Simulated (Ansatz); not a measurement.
**Lattice dynamics of Nb2NF2 monolayer**

Aim: the vibrations of Nb2NF2 monolayer, their spectra, and whether the structure is stable.

Calculated with Ansatz 0.2.0; DFT PBE, scalar-relativistic, plane waves, PAW; PAW set soft_1.

## (1) The starting structure

The cell holds 5 atoms: 1 N, 2 Nb and 2 F. Cell: a = 3.130 Å, b = 3.130 Å, c = 20.000 Å, α = 90.0°, β = 90.0°, γ = 120.0°. Vacuum lies along c.

Structure file:

```
N Nb F
1.0
     3.13000    0.00000    0.00000
    -1.56500    2.71066    0.00000
     0.00000    0.00000   20.00000
N Nb F
1 2 2
Direct
  0.00000 0.00000 0.50000
  0.33333 0.66667 0.56000
  0.66667 0.33333 0.44000
  0.66667 0.33333 0.61750
  0.33333 0.66667 0.38250
```

## (2) Rough relaxation

The start is far from rest, so a relaxation with loose tolerances brings it close first.

The program solves this slab on a cell height of its own, 33.2 Å, in place of the one typed.

input.yaml reads:

```yaml
crystal:
  lattice:
    - [3.13, 0.0, 0.0]
    - [-1.565, 2.71066, 0.0]
    - [0.0, 0.0, 20.0]
  atoms:
    - { symbol: "N", position: [0.0, 0.0, 0.5] }
    - { symbol: Nb, position: [0.333333, 0.666667, 0.56] }
    - { symbol: Nb, position: [0.666667, 0.333333, 0.44] }
    - { symbol: F, position: [0.666667, 0.333333, 0.6175] }
    - { symbol: F, position: [0.333333, 0.666667, 0.3825] }
  periodic: [true, true, false]
kpoints:
  mp_grid: { grid: [9, 9, 1] }
hamiltonian:
  xc: pbe
  pseudopotentials: { kind: paw, azcp: { folder: soft_1 } }
scf:
  occupations: { method: gaussian, width: 0.1 }
output:
  forces: true
  stress: true
  eigenvalues: true
relax:
  adjacent_minimum: "off"
  f_tol: 0.05
  max_steps: 80
  cell: { stress_2d_tol: 0.02 }
```

Run with:

```sh
$ ansatz run input.yaml --threads 4 --pin off --max-ram 16384MiB --backend cpu --events-out ev --progress --plain --runs-dir out
```

Numbers of over 12 decimals in the logs are rounded to 6 here.

The log of the run:

```text
[...]
cell:  # Å, volume = 310.0857 Å³
    - [3.284025, 0.0, 0]
    - [-1.642013, 2.844049, 0]
    - [0, 0, 33.2]
  atoms:
    - { symbol: N, position: [0, 0, 0.301205] }
    - { symbol: Nb, position: [0.333333, 0.666667, 0.331595] }
    - { symbol: Nb, position: [0.666667, 0.333333, 0.270815] }
    - { symbol: F, position: [0.666667, 0.333333, 0.371082] }
    - { symbol: F, position: [0.333333, 0.666667, 0.231327] }
[key lines of the parts left out:]
SCF converged after 6 iterations
Free energy (F): -11108.593850 eV
Fermi energy:    -3.970576 eV
P = ½ c Tr σ = -0.0011 N/m
```

Elapsed: 29 s, on 4 threads of Arm Neoverse V2, shared host; peak memory 0.67 GiB.

This run has no spin polarisation although its electron count is odd.

The steps of the relaxation:

```
step  energy less that of the first step (eV)  largest force component (eV/Å)  volume (Å³)
   1                                   0.0000                          3.5429       281.68
   2                                  -0.8740                          2.6108       284.77
   3                                  -0.5581                          4.3583       291.33
   4                                  -1.2251                          0.5912       297.11
   5                                  -1.2786                          0.4337       302.64
   6                                  -1.3096                          0.0992       308.45
   7                                  -1.3108                          0.0214       308.66
   8                                  -1.3110                          0.0061       308.37
  9*                                  -1.3331                          0.0041       308.37
  10                                  -1.3334                          0.0201       309.66
  11                                  -1.3333                          0.0149       309.95
  12                                  -1.3333                          0.0012       310.09
 13*                                  -1.3339                          0.0013       310.09
```

Relaxation steps marked * repeat the geometry before them on a plane-wave basis chosen anew for their cell, so energy and pressure can jump there. Relaxation step 3 was tried and not accepted.

Forces are held to the 12 operations that the run works with; a distortion that breaks them can't arise in this run.

```
cell as run  before  after  change
      a (Å)   3.130  3.284  +4.9 %
      b (Å)   3.130  3.284  +4.9 %
```

The atoms that moved most (Å, along periodic axes as changes of fractional coordinates times the final cell, across vacuum about the mean position):

```
atom     dx     dy      dz  length
 Nb2  0.000  0.000  -0.191   0.191
 Nb3  0.000  0.000   0.191   0.191
  F5  0.000  0.000   0.030   0.030
  F4  0.000  0.000  -0.030   0.030
```

The relaxed structure:

```cif
data_structure
_symmetry_space_group_name_H-M 'P 1'
_symmetry_Int_Tables_number 1
_cell_length_a 3.2840
_cell_length_b 3.2840
_cell_length_c 33.2000
_cell_angle_alpha 90.000
_cell_angle_beta 90.000
_cell_angle_gamma 120.000
_cell_volume 310.09
loop_
_atom_site_label
_atom_site_type_symbol
_atom_site_fract_x
_atom_site_fract_y
_atom_site_fract_z
_atom_site_occupancy
N1 N 0.00000 0.00000 0.30120 1
Nb2 Nb 0.33333 0.66667 0.33159 1
Nb3 Nb 0.66667 0.33333 0.27082 1
F4 F 0.66667 0.33333 0.37108 1
F5 F 0.33333 0.66667 0.23133 1
```

Numbers from this step:

```yaml
gap_on_the_k_mesh: 0 eV
area_per_atom: 1.868 Å²
```

The relaxation ends with a largest force component of 0.0013 eV/Å.

## (3) Bringing the structure to rest

Harmonic phonons are second derivatives at a point where the forces vanish, and they are wanted at zero stress, so atoms and cell are relaxed first.

input.yaml reads:

```yaml
crystal:
  lattice:
    - [3.2840252237, 0.0, 0.0]
    - [-1.6420126119, 2.8440492704, 0.0]
    - [0.0, 0.0, 33.2]
  atoms:
    - { symbol: "N", position: [0.0, 0.0, 0.3012048193] }
    - { symbol: Nb, position: [0.3333333333, 0.6666666667, 0.3315946377] }
    - { symbol: Nb, position: [0.6666666667, 0.3333333333, 0.2708150008] }
    - { symbol: F, position: [0.6666666667, 0.3333333333, 0.3710822156] }
    - { symbol: F, position: [0.3333333333, 0.6666666667, 0.2313274229] }
  periodic: [true, true, false]
kpoints:
  mp_grid: { grid: [12, 12, 1] }
hamiltonian:
  xc: pbe
  pseudopotentials: { kind: paw, azcp: { folder: soft_1 } }
scf:
  occupations: { method: gaussian, width: 0.1 }
output:
  forces: true
  stress: true
  eigenvalues: true
  write_density: true
  write_potential: true
  elf: true
  volumetric_format: npy
relax:
  adjacent_minimum: "off"
  f_tol: 0.005
  max_steps: 80
  cell: { stress_2d_tol: 0.02 }
```

The log of the run:

```text
[...]
Crystal: 5 atoms, lattice volume = 310.086 Å³
Basis set: ecut = 420 eV, 6195 PW (Γ), exchange–correlation on 48×48×450 points (8 copies of the dense FFT grid, shifted against one another)
Bands: 28, of which v1, the nominal top of the filled ones, is band 23 counted from 1 (22 counted from 0)
Symmetry: 12 space group operations
[...]
k-points: 19 of 144
[...]
SCF iter   1: F=—  HF=-11114.409493 eV  |F-HF|=—  |Δ(HF+E_count)|=         —  Δρ=7.21e-2  dr2=2.16e1  ethr=3.10e-3  ⟨swp⟩=11.9  Hψ=3748  notcnv=0
[...]
SCF iter   9: F=-11108.602825 eV  HF=-11108.602825 eV  |F-HF|=1.01e-7  |Δ(HF+E_count)|=   2.16e-7  Δρ=3.35e-6  dr2=2.57e-8  ethr=2.22e-10  ⟨swp⟩=29.1  Hψ=7125  notcnv=0
SCF 1 converged in 9 iterations: F = -11108.602825 eV  dr2 = 2.57e-8
[...]
relax step   1: F+E_penalty+E_count = -11108.60282545 eV  Δ(F+E_penalty+E_count) = +0.000e0 eV  max|allowed force component| = 8.763e-2 eV/Å  Δτ_max = 0.0000 Å  P = -0.301 N/m  Ω = 310.086 Å³  fix = [c, alpha, beta]  reactions: c +0.000 N/m  (9 SCF iters, dr2 threshold 1.00e-7 eV, accepted)
Crystal: 5 atoms, lattice volume = 307.989 Å³
Basis set: ecut = 420 eV, 6135 PW (Γ), exchange–correlation on 48×48×450 points (8 copies of the dense FFT grid, shifted against one another)
[...]
SCF iter   5: F=-11108.603431 eV  HF=-11108.603431 eV  |F-HF|=1.60e-7  |Δ(HF+E_count)|=   9.93e-8  Δρ=5.56e-6  dr2=5.96e-8  ethr=1.07e-9  ⟨swp⟩=21.7  Hψ=6577  notcnv=0
SCF 2 converged in 5 iterations: F = -11108.603431 eV  dr2 = 5.96e-8
relax step   2: F+E_penalty+E_count = -11108.60343094 eV  Δ(F+E_penalty+E_count) = -6.055e-4 eV  max|allowed force component| = 1.803e-1 eV/Å  Δτ_max = 0.0218 Å  P = -0.144 N/m  Ω = 307.989 Å³  energy of the carried Pulay correction = +7.910e-4 eV  fix = [c, alpha, beta]  (5 SCF iters, dr2 threshold 4.80e-7 eV, rejected (line search))
Crystal: 5 atoms, lattice volume = 308.805 Å³
Basis set: ecut = 420 eV, 6159 PW (Γ), exchange–correlation on 48×48×450 points (8 copies of the dense FFT grid, shifted against one another)
[...]
SCF iter   9: F=-11108.604494 eV  HF=-11108.604494 eV  |F-HF|=6.55e-11  |Δ(HF+E_count)|=  2.07e-10  Δρ=1.59e-8  dr2=5.42e-13  ethr=1.00e-12  ⟨swp⟩=12.3  Hψ=3924  notcnv=0
SCF 3 converged in 9 iterations: F = -11108.604494 eV  dr2 = 5.42e-13
relax step   3: F+E_penalty+E_count = -11108.60449377 eV  Δ(F+E_penalty+E_count) = -1.668e-3 eV  max|allowed force component| = 6.111e-3 eV/Å  Δτ_max = 0.0104 Å  P = -0.088 N/m  Ω = 308.805 Å³  energy of the carried Pulay correction = +4.826e-4 eV  fix = [c, alpha, beta]  reactions: c -0.000 N/m  (9 SCF iters, accepted)
[...]
relax step   4: F+E_penalty+E_count = -11108.60460596 eV  Δ(F+E_penalty+E_count) = -1.122e-4 eV  max|allowed force component| = 6.166e-3 eV/Å  Δτ_max = 0.0005 Å  P = +0.028 N/m  Ω = 308.550 Å³  energy of the carried Pulay correction = +5.790e-4 eV  fix = [c, alpha, beta]  reactions: c +0.000 N/m  (5 SCF iters, dr2 threshold 9.00e-9 eV, accepted)
[...]
relax step   5: F+E_penalty+E_count = -11108.60460271 eV  Δ(F+E_penalty+E_count) = +3.254e-6 eV  max|allowed force component| = 1.129e-4 eV/Å  Δτ_max = 0.0007 Å  P = -0.000 N/m  Ω = 308.571 Å³  energy of the carried Pulay correction = +5.710e-4 eV  fix = [c, alpha, beta]  reactions: c -0.000 N/m  (5 SCF iters, dr2 threshold 2.38e-9 eV, accepted)
[...]
SCF iter   6: F=-11108.604079 eV  HF=-11108.604079 eV  |F-HF|=1.46e-10  |Δ(HF+E_count)|=  6.37e-11  Δρ=1.62e-8  dr2=8.91e-13  ethr=1.00e-12  ⟨swp⟩=14.5  Hψ=3942  notcnv=0
SCF 6 converged in 6 iterations: F = -11108.604079 eV  dr2 = 8.91e-13
relax step   6: F+E_penalty+E_count = -11108.60407887 eV  Δ(F+E_penalty+E_count) = +5.238e-4 eV  max|allowed force component| = 1.705e-4 eV/Å  Δτ_max = 0.0000 Å  P = -0.015 N/m  Ω = 308.571 Å³  fix = [c, alpha, beta]  reactions: c -0.000 N/m  stress off target by 1.53e-2 N/m on what of the cell is left free  SCF on the basis re-selected at this cell (its energy is not comparable with the rows above)  (6 SCF iters)
basis re-selected at this cell: Δ(F+E_penalty+E_count) = +5.238e-4 eV, ΔP = -0.015 N/m vs the last step (what re-selecting the basis moved, of the pressure what is left beyond the Pulay correction that the steps carried, after the strain that the cell walked since its last selection, with what the two solves' SCF thresholds leave and, on support functions, any second-order correction that the steps lacked; it is no m [...]
WARN: The output density's exchange-correlation potential varies sharply where the density is thin. Do not read a vacuum level from v_tot or v_xc, or from such a field of the output density. On a cell that repeats whose density bears no net charge and no dipole along the vacuum's axis use v_es (v_loc + v_h of the components); under efield.dipole_correction with no amplitude use v_es + v_field, which holds any externa [...]
SCF converged after 6 iterations
Free energy (F): -11108.604079 eV
[...]
Internal energy: -11108.595650 eV  (E = F + TS)
E sigma→0 (E₀):  -11108.599864 eV
Entropy (-TS):   -0.008429 eV (-1.686 meV/atom)
Fermi energy:    -3.953259 eV
[...]
--- Forces (eV/Å), atoms counted from 1 ---
  atom   1  N      0.00000000     0.00000000     0.00000000
  atom   2  Nb     0.00000000     0.00000000    -0.00002325
  atom   3  Nb    -0.00000000    -0.00000000     0.00002325
  atom   4  F     -0.00000000    -0.00000000    -0.00017051
  atom   5  F      0.00000000     0.00000000     0.00017051
  max |Σ_I F_I| component: 6.94e-18 eV/Å
--- 2D stress c σ (N/m, compression-positive) ---
       -0.015289       0.000000      -0.000000
       -0.000000      -0.015289      -0.000000
       -0.000000      -0.000000      -0.000000
  P = ½ c Tr σ = -0.0153 N/m
--- Band table (eV; the first three rows and the last of 19) ---
  k-point 0: bands = [... 19 lower, -9.8375, -6.1938, -6.1938, -4.0503, -3.6395, -2.7122, -2.7122, -2.3077, ... 1 higher]
  k-point 1: bands = [... 19 lower, -9.8083, -6.3188, -6.0646, -4.0958, -3.4636, -2.8312, -2.7186, -2.5607, ... 1 higher]
  k-point 2: bands = [... 19 lower, -9.7881, -6.5964, -5.7051, -4.2799, -3.3884, -2.6727, -2.6022, -2.4790, ... 1 higher]
  k-point 18: bands = [... 19 lower, -9.9390, -5.4029, -5.4029, -5.3630, -2.2831, -2.2831, -1.9463, -0.9403, ... 1 higher]
--- Relaxed structure (5 steps of the walk, 4 accepted, 1 SCFs on fresh bases) ---
[...]
cell:  # Å, volume = 308.5707 Å³
    - [3.275993, 2.879687986957083e-11, 0]
    - [-1.637997, 2.837093, 0]
    - [0, 0, 33.2]
  atoms:
    - { symbol: N, position: [0, 0, 0.301205] }
    - { symbol: Nb, position: [0.333333, 0.666667, 0.331773] }
    - { symbol: Nb, position: [0.666667, 0.333333, 0.270637] }
    - { symbol: F, position: [0.666667, 0.333333, 0.371419] }
    - { symbol: F, position: [0.333333, 0.666667, 0.230991] }
```

Elapsed: 21 s, on 4 threads; peak memory 0.69 GiB.

Relaxation path:

```
step  energy less that of the first step (eV)  largest force component (eV/Å)  volume (Å³)
   1                                   0.0000                          0.0876       310.09
   2                                  -0.0006                          0.1803       307.99
   3                                  -0.0017                          0.0061       308.80
   4                                  -0.0018                          0.0062       308.55
   5                                  -0.0018                          0.0001       308.57
  6*                                  -0.0013                          0.0002       308.57
```

Relaxation steps marked * repeat the geometry before them on a plane-wave basis chosen anew for their cell, so energy and pressure can jump there. Relaxation step 2 was tried and not accepted.

Forces are held to the 12 operations that the run works with; a distortion that breaks them can't arise in this run.

```
cell as run  before  after  change
      a (Å)   3.284  3.276  -0.2 %
      b (Å)   3.284  3.276  -0.2 %
```

The atoms that moved most (Å, along periodic axes as changes of fractional coordinates times the final cell, across vacuum about the mean position):

```
atom     dx     dy      dz  length
  F5  0.000  0.000  -0.011   0.011
  F4  0.000  0.000   0.011   0.011
 Nb3  0.000  0.000  -0.006   0.006
 Nb2  0.000  0.000   0.006   0.006
```

Final coordinates:

```
N Nb F
1.0
     3.27599    0.00000    0.00000
    -1.63800    2.83709    0.00000
     0.00000    0.00000   33.20000
N Nb F
1 2 2
Direct
  0.00000 0.00000 0.30120
  0.33333 0.66667 0.33177
  0.66667 0.33333 0.27064
  0.66667 0.33333 0.37142
  0.33333 0.66667 0.23099
```

Numbers from this step:

```
area per atom : 1.859 Å²
```

ELF in the ac plane at fractional y = 0.333, with atoms of Nb and F within 0.2 Å of it. It is the smooth field of the valence electrons, not physical close to the nuclei.

Ten even steps from '_' (0.00) to '@' (0.70), each cell a mean:
```
__________________________________
__________________________________
__________________________________
__________________________________
__________________________________
__________________________________
__________________________________
__________________________________
__________________________________
__________________________________
__________________________________
__________________________________
__________________________________
__________________________________
::________..--++##%%@@@@@@@@%%##++
::::------::::==++##########**++--
--==========------====++====------
::::::--::::::++%%@@%%####@@@@##==
--==++**++==::......::::::::..__..
__________________________________
__________________________________
__________________________________
__________________________________
__________________________________
```
Columns run along a (3.3 Å), rows up along c (33.2 Å). Atoms in or near the plane, at fractional coordinates: Nb at (0.67, 0.27), F at (0.67, 0.37).

Electrostatic potential energy in the ac plane at fractional y = 0.333, with atoms of Nb and F within 0.2 Å of it. With pseudopotentials it is smooth inside the atoms' cores, unlike the true potential.

Ten even steps from '_' (-34 eV) to '@' (0 eV), each cell a mean:
```
@@@@@@@@@@@@@@@@@@@@@@@@@@@@@@@@@@
@@@@@@@@@@@@@@@@@@@@@@@@@@@@@@@@@@
@@@@@@@@@@@@@@@@@@@@@@@@@@@@@@@@@@
@@@@@@@@@@@@@@@@@@@@@@@@@@@@@@@@@@
@@@@@@@@@@@@@@@@@@@@@@@@@@@@@@@@@@
@@@@@@@@@@@@@@@@@@@@@@@@@@@@@@@@@@
@@@@@@@@@@@@@@@@@@@@@@@@@@@@@@@@@@
@@@@@@@@@@@@@@@@@@@@@@@@@@@@@@@@@@
@@@@@@@@@@@@@@@@@@@@@@@@@@@@@@@@@@
@@@@@@@@@@@@@@@@@@@@@@@@@@@@@@@@@@
@@@@@@@@@@@@@@@@@@@@@@@@@@@@@@@@@@
@@@@@@@@@@@@@@@@@@@@@@@@@@@@@@@@@@
@@@@@@@@@@@@@@@@@@@@@@@@@@@@@@@@@@
@@@@@@@@@@@@@@@@@@@@@@@@@@@@@@@@@@
@@@@@@@@@@@@@@@@%%**++++++++**%%@@
##**++++****####**++========++####
##****++****####****++++++****####
**##%%%%%%##++::________________--
@@@@@@@@@@@@%%%%%%############%%%%
@@@@@@@@@@@@@@@@@@@@@@@@@@@@@@@@@@
@@@@@@@@@@@@@@@@@@@@@@@@@@@@@@@@@@
@@@@@@@@@@@@@@@@@@@@@@@@@@@@@@@@@@
@@@@@@@@@@@@@@@@@@@@@@@@@@@@@@@@@@
@@@@@@@@@@@@@@@@@@@@@@@@@@@@@@@@@@
```
Columns run along a (3.3 Å; values clipped at the 3rd and 97th percentile), rows up along c (33.2 Å). Atoms in or near the plane, at fractional coordinates: Nb at (0.67, 0.27), F at (0.67, 0.37).

Valence density in the ac plane at fractional y = 0.333, with atoms of Nb and F within 0.2 Å of it. It is the smooth field of the valence electrons, not physical close to the nuclei.

Ten steps, logarithmic in the rise over the least value, from '0' (0.00 × 1e0 e/Å³) to '9' (4.36 × 1e0 e/Å³), each cell a mean:
```
00000000000000000
00000000000000000
00000000000000000
00000000000000000
00000000000000000
00000000000000000
00000000000000000
00000000000000000
00000000000000000
00000000000000000
00000000000000000
00000000000000000
00000000000000000
00000000000000000
21000123578998643
44454444679998754
55555554555665544
44334456899999976
33333332233443322
00000000000000000
00000000000000000
00000000000000000
00000000000000000
00000000000000000
```
Columns run along a (3.3 Å), rows up along c (33.2 Å). Atoms in or near the plane, at fractional coordinates: Nb at (0.67, 0.27), F at (0.67, 0.37).

[end of part 1 of 3]

[Logs are printed without paths, hosts, clocks, repeated set-up lines and the standing remarks that a program may print on its own settings, such as how far it seeks lower states.]

[Hosts, paths, dates, database ids (printed as entryN), source tags and the programs' standing remarks are cut or masked in the printed files.]
